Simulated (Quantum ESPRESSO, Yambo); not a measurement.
# Quasiparticle gap of Al2O3 (Corundum) in Yambo, part 3 of 3

Wanted: ground state, empty states, screening and self-energy for Al2O3 (Corundum).

Quantum ESPRESSO 7.5 and Yambo 5.3.0; PBE and many-body steps on it, plane waves. Known limits of the many-body steps: not at the basis limit.

So far. Step 3 (Bands along the symmetry lines): The gap is 6.266 eV, as in the run before at this level. Step 4 (Empty states on the mesh, 4×4×4 mesh, 149 bands): On this mesh the gap is 6.266 eV.

**6. Screening and self-energy, 4×4×4 mesh, 149 bands, screening to 122.5 eV**

G0W0 replaces the xc potential by the self-energy, built once from these orbitals. Only a window of levels is corrected, while the sums run over the empty bands that the input names.

This step: G0W0 on PBE, plane waves, norm-conserving pseudopotentials.

Contents of gw1.in:

```
HF_and_locXC
gw0
dyson
ppa
em1d
rim_cut
RandQpts= 1000000
RandGvec= 1 RL
EXXRLvcs= 72 Ry
VXCRLvcs= 288 Ry
Chimod= "HARTREE"
% BndsRnXp
 1 | 149 |
%
NGsBlkXp= 9 Ry
% LongDrXp
 1 | 1 | 1 |
%
% GbndRnge
 1 | 149 |
%
DysSolver= "n"
ExtendOut
PPAPntXp= 27.21138 eV
% QPkrange
 1 | 14 | 11 | 26 |
%
```

Launch:

```bash
$ OMP_NUM_THREADS=1 mpirun -n 4 yambo -F gw1.in -J gw1 -C gw1 > gw1.log
```

The log of the run:

```text
 Yambo, version 5.3.0

 [02] CORE Variables Setup
 =========================

  [... cell, symmetries and grids as in the set-up ...]

  [02.05] Energies & Occupations
  ==============================

  [X] === General ===
  [X] Electronic Temperature                        :  0.000000  0.000000 [eV K]
  [X] Bosonic    Temperature                        :  0.000000  0.000000 [eV K]
  [X] Finite Temperature mode                       : no
  [X] El. density                                   :  0.56459E+24 [cm-3]
  [X] Fermi Level                                   :  7.718765 [eV]

  [X] === Gaps and Widths ===
  [X] Conduction Band Min                           :  6.266285 [eV]
  [X] Valence Band Max                              :  0.000000 [eV]
  [X] Filled Bands                                  :  24
  [X] Empty Bands                                   :   25  149
  [X] Direct Gap                                    :  6.266285 [eV]
  [X] Direct Gap localized at k                     :  1
  [X] Indirect Gap                                  :  6.266285 [eV]
  [X] Indirect Gap between kpts                     :  1  1
  [X] Last valence band width                       :  0.549059 [eV]
  [X] 1st conduction band width                     :  3.582157 [eV]

 [03] Transferred momenta grid and indexing
 ==========================================

 IBZ Q-points                                      :  14
 BZ  Q-points                                      :   64

 K/Q-points units:
 rlu = crystal or reduced units; cc = cartesian coordinates; iku = interal k-units

 Q [ 1]         [rlu]:  0.000000  0.000000  0.000000
 Q [ 2]         [rlu]: -0.13482E-16 -0.27360E-16  0.25000
 Q [ 3]         [rlu]:  0.26965E-16  0.54720E-16 -0.50000
 Q [ 4]         [rlu]:  0.86127E-17  0.25000      0.25000
 Q [ 5]         [rlu]: -0.12880E-16  0.25000      0.50000
 Q [ 6]         [rlu]: -0.15111E-16  0.25000     -0.25000
 Q [ 7]         [rlu]:  0.11061E-15 -0.50000     -0.50000
 Q [ 8]         [rlu]:  0.250000  0.250000  0.250000
 Q [ 9]         [rlu]:  0.250000  0.250000  0.500000
 Q [10]         [rlu]:  0.250000  0.250000 -0.250000
 Q [11]         [rlu]:  0.250000  0.500000  0.500000
 Q [12]         [rlu]:  0.250000  0.500000  0.750000
 Q [13]         [rlu]: -0.500000 -0.500000 -0.500000
 Q [14]         [rlu]: -0.25000      0.44742E-17 -0.50000

 [04] Coloumb potential Random Integration (RIM)
 ===============================================

  [04.01] RIM initialization
  ==========================

  * Diagonal components only detected *

  8 x (sBL volume)        :  0.054043 [a.u.]
  sBZ random points       :  1000000
  Points outside the sBZ  :   7967396
  RL volume               :  0.432347 [a.u.]
  Integrated volume       :  0.434116 [a.u.]

  [04.02] RIM integrals
  =====================

  Gamma point sphere radius             :  0.068580 [a.u.]
  Points outside the sphere             :   800626
  [Int_sBZ(q=0) 1/q^2]*(Vol_sBZ)^(-1/3) =:  7.770918
                                 should be <:  7.795600

  Summary of Coulomb integrals for non-metallic bands |Q|[au] RIM/Bare

  Q [1] 0.100000E-4 0.996834 * Q [8] 0.191887 1.041586
  Q [2] 0.211524 1.077508 * Q [4] 0.238781 1.069714
  Q [9] 0.325746 1.027742 * Q [6] 0.349219 1.032846
  Q [11] 0.378062 1.020848 * Q [13] 0.383774 1.015523
  Q [5] 0.398466 1.024401 * Q [14] 0.398466 1.024201
  Q [10] 0.408285 1.024609 * Q [3] 0.423049 1.022144
  Q [7] 0.477561 1.017329 * Q [12] 0.518880 1.013830

 [05] Dipoles
 ============

  [05.01] Setup: observables and procedures
  =========================================

  [WARNING] [x,Vnl] slows the Dipoles computation. To neglect it rename the ns.kb_pp file

 [06] Dynamic Dielectric Matrix (PPA)
 ====================================

 [WR./gw1//ndb.pp]---------------------------------------------------------------
  Brillouin Zone Q/K grids (IBZ/BZ)                :   14   64   14   64
  RL vectors                                       :   7193 [WF]
  Coulomb cutoff potential                         : none
  Electronic Temperature                           :  0.000000 [K]
  Bosonic    Temperature                           :  0.000000 [K]
  PPA    diel. fun.  energies                      : Perdew, Burke & Ernzerhof(X)+Perdew, Burke & Ernzerhof(C)
  wavefunctions                                    : Perdew, Burke & Ernzerhof(X)+Perdew, Burke & Ernzerhof(C)
  Global Gauge                                     : length
  X matrix size                                    :  283
  X band range                                     :    1  149
  X e/h energy range                               : -1.000000 -1.000000 [eV]
  X Time ordering                                  : R
  X Hxc Kernel                                     : HARTREE
  X Drude frequency                                :  0.000000  0.000000
  X poles                                          :  100.0000 [o/o]
  RL vectors in the sum                            :   7193
  [r,Vnl] included                                 : yes
  Field direction                                  :  0.577350E-5  0.577350E-5  0.577350E-5
  BZ energy Double Grid                            : no
  BZ energy DbGd points                            : 0
  BZ Q point size factor                           : -1.000000
  X Optical Averaged directions                    : none

 [07] Local Exchange-Correlation + Non-Local Fock
 ================================================

 [VXC] Plane waves :   47361
 [EXS] Plane waves :   5903

 QP @ state[ 1 ] K range:   1  14
 QP @ state[ 1 ] b range:  11  26

 [xc] Functional : Perdew, Burke & Ernzerhof(X)+Perdew, Burke & Ernzerhof(C)
 [xc] LIBXC used to calculate xc functional
  PP Number of Atomic Species                      :  2
  NLCC RL compoments                               :   47361
  PP Number of Atomic Species                      :  2
  NLCC RL compoments                               :   47361

 [xc] E_xc :  -25.09480 [Ha]
      E_xc :  -50.18961 [Ry]

  Local XC kind (lXC) : Perdew, Burke & Ernzerhof(X)+Perdew, Burke & Ernzerhof(C)
  Non-Local XC kind (nlXC) : Hartree-Fock

  Corrections @ K [1] :  [eV]
 <11|nlXC|11> = -23.53256 -0.94156E-17 <11|lXC|11> = -16.90700 -0.18882E-15
 <12|nlXC|12> = -23.09159 -0.69971E-18 <12|lXC|12> = -16.37484 -0.18882E-15
 <13|nlXC|13> = -23.09158  0.16539E-17 <13|lXC|13> = -16.37483 -0.28323E-15
 <14|nlXC|14> = -22.95174  0.16645E-16 <14|lXC|14> = -16.43414 -0.37763E-15
 <15|nlXC|15> = -23.72613  0.11699E-16 <15|lXC|15> = -17.45346  0.56281E-22
 <16|nlXC|16> = -25.45324 -0.25064E-17 <16|lXC|16> = -19.73078 -0.70806E-16
 <17|nlXC|17> = -25.45324  0.10293E-16 <17|lXC|17> = -19.73078 -0.18882E-15
 <18|nlXC|18> = -25.33157  0.16005E-16 <18|lXC|18> = -19.57793  0.18882E-15
 <19|nlXC|19> = -25.33157  0.11907E-16 <19|lXC|19> = -19.57793  0.37763E-15
 <20|nlXC|20> = -25.57564  0.11501E-16 <20|lXC|20> = -19.73045 -0.18882E-15
[...]
Corrections @ K [2] :  [eV]
[...]
Corrections @ K [3] :  [eV]
[...]
Corrections @ K [4] :  [eV]
[...]
Corrections @ K [5] :  [eV]
[...]
[... 8 further k-points ...]
  Corrections @ K [14] :  [eV]
[...]
<22|nlXC|22> = -25.40913  0.33073E-17 <22|lXC|22> = -19.60290  0.94408E-16
 <23|nlXC|23> = -25.59929 -0.20502E-17 <23|lXC|23> = -19.88899  0.56563E-23
 <24|nlXC|24> = -25.52416  0.11256E-16 <24|lXC|24> = -19.80233 -0.87402E-16
 <25|nlXC|25> = -8.744119  0.69231E-18 <25|lXC|25> = -14.30698  0.17701E-16
 <26|nlXC|26> = -6.997236  0.39039E-19 <26|lXC|26> = -12.64349  0.94408E-16

  [07.01] Hartree-Fock occupations report
  =======================================

  [Hartree-Fock] === General ===
  [Hartree-Fock] Electronic Temperature             :  0.000000  0.000000 [eV K]
  [Hartree-Fock] Bosonic    Temperature             :  0.000000  0.000000 [eV K]
  [Hartree-Fock] Finite Temperature mode            : no
  [Hartree-Fock] El. density                        :  0.56459E+24 [cm-3]
  [Hartree-Fock] Fermi Level                        :  7.718765 [eV]

  [Hartree-Fock] === Gaps and Widths ===
  [Hartree-Fock] Conduction Band Min                :  11.11971 [eV]
  [Hartree-Fock] Valence Band Max                   : -5.440093 [eV]
  [Hartree-Fock] Filled Bands                       :  24
  [Hartree-Fock] Empty Bands                        :   25  149
  [Hartree-Fock] Direct Gap                         :  16.55980 [eV]
  [Hartree-Fock] Direct Gap localized at k          :  1
  [Hartree-Fock] Indirect Gap                       :  16.55980 [eV]
  [Hartree-Fock] Indirect Gap between kpts          :  1  1
  [Hartree-Fock] Last valence band width            :  0.917193 [eV]
  [Hartree-Fock] 1st conduction band width          :  4.379006 [eV]

 [08] Dyson equation: Newton solver
 ==================================

  [08.01] G0W0 (W PPA)
  ====================

  [  GW  ] Bands range     :    1  149
  [GW/PPA] G damping       :  0.100000 [eV]

  QP @ state[ 1 ] K range:   1  14
  QP @ state[ 1 ] b range:  11  26

   Sc/G bands                                       :    1  149
   Sc/G damping                                     :  0.100000 ev
   Sc bands terminator                              : no
   Sx RL components                                 :   5903

   QP @ state[ 1 ] K range                          :   1  14
   QP @ state[ 1 ] b range                          :  11  26
   GF energies kind                                 : Perdew, Burke & Ernzerhof(X)+Perdew, Burke & Ernzerhof(C)
   GF WF`s kind                                     : Perdew, Burke & Ernzerhof(X)+Perdew, Burke & Ernzerhof(C)
   Xs energies kind                                 : Perdew, Burke & Ernzerhof(X)+Perdew, Burke & Ernzerhof(C)
   Xs WF`s kind                                     : Perdew, Burke & Ernzerhof(X)+Perdew, Burke & Ernzerhof(C)

 [11] Game Over & Game summary
```

It took 41 min on 4 MPI ranks of Arm Neoverse V1, shared host; peak memory 3.8 GiB.

This step gave:

```
G0W0 gap on the mesh                         : 8.434 eV
starting gap on the mesh                     : 6.266 eV
k of the valence top                         : 0, 0, 0
k of the conduction bottom                   : 0, 0, 0
least direct G0W0 gap on the computed points : 8.434 eV
Z at the valence top                         : 0.8190
Z at the conduction bottom                   : 0.8544
```

The gap on the mesh goes from 6.27 eV to 8.43 eV, a correction of +2.17 eV.

Limits: finite bands, cutoff and mesh. v1 is the top filled band, c1 the lowest empty one. The levels before and after the correction (eV, zero at the valence-band top of each column):

```
           conduction bottom  valence top
Kohn-Sham               6.27         0.00
     G0W0               8.43         0.00
```

|  | level | energy (eV) |
| --- | --- | --- |
| Kohn-Sham | Γ v4 | -0.488 |
| Kohn-Sham | Γ v3-v2 | -0.045 |
| Kohn-Sham | Γ v1 | 0.000 |
| Kohn-Sham | Γ c1 | 6.266 |
| Kohn-Sham | Γ c2 | 9.188 |
| G0W0 | Γ v4 | -0.652 |
| G0W0 | Γ v3-v2 | -0.055 |
| G0W0 | Γ v1 | 0.000 |
| G0W0 | Γ c1 | 8.434 |
| G0W0 | Γ c2 | 11.380 |

**7. Where the time went**

Times are wall times on the hardware named with each run, good to a factor of about two.

| step | time | share | memory (GiB) |
| --- | --- | --- | --- |
| ground state | 70 s | 3 % | 0.49 |
| bands along the symmetry lines | 32 s | 1 % | 0.32 |
| empty states on the mesh | 57 s | 2 % | 0.55 |
| conversion and set-up | 2.6 s | 0 % | 0.25 |
| screening and self-energy | 41 min | 94 % | 3.8 |

**8. Summary of results**

| Item | Value |
| --- | --- |
| PBE gap | 6.27 eV, direct |
| G0W0 gap on the mesh | 8.43 eV |
| GW settings | 4×4×4 mesh, 149 bands, screening to 122.5 eV, Godby-Needs plasmon pole |
| known limits | not at the basis limit |

In words: G0W0 moves the gap on the mesh from 6.27 eV to 8.43 eV (+2.17 eV), with Z of 0.82 and 0.85 at the edges. The dearest step here is «screening and self-energy». Against experiment, by G0W0@PBE: the gap of 8.43 eV lies −0.27 eV from the measured 8.7 eV (optical, quoted 2018). An exciton line or allowed optical edge lies below the quasiparticle gap by the binding energy; a forbidden edge can push the onset above it. The calculation has static nuclei and no excitons; a measured gap holds zero-point and thermal motion, which mostly lowers it. Bands and cutoff are finite, so the gap is not at the basis limit. The miss can reach some tenths of an eV and take either sign; the mesh is an error of its own.

[Paths, hosts, dates, memory and timing lines, banners, echoed tables and standing remarks are left out of the program output.]

[Logs are printed without paths, hosts, clocks, repeated set-up lines and the standing remarks that a program may print on its own settings, such as how far it seeks lower states.]

[Runs of the session that timed out or met a known fault of the program may be left out.]

[Hosts, paths, dates, database ids (printed as entryN), source tags and the programs' standing remarks are cut or masked in the printed files.]
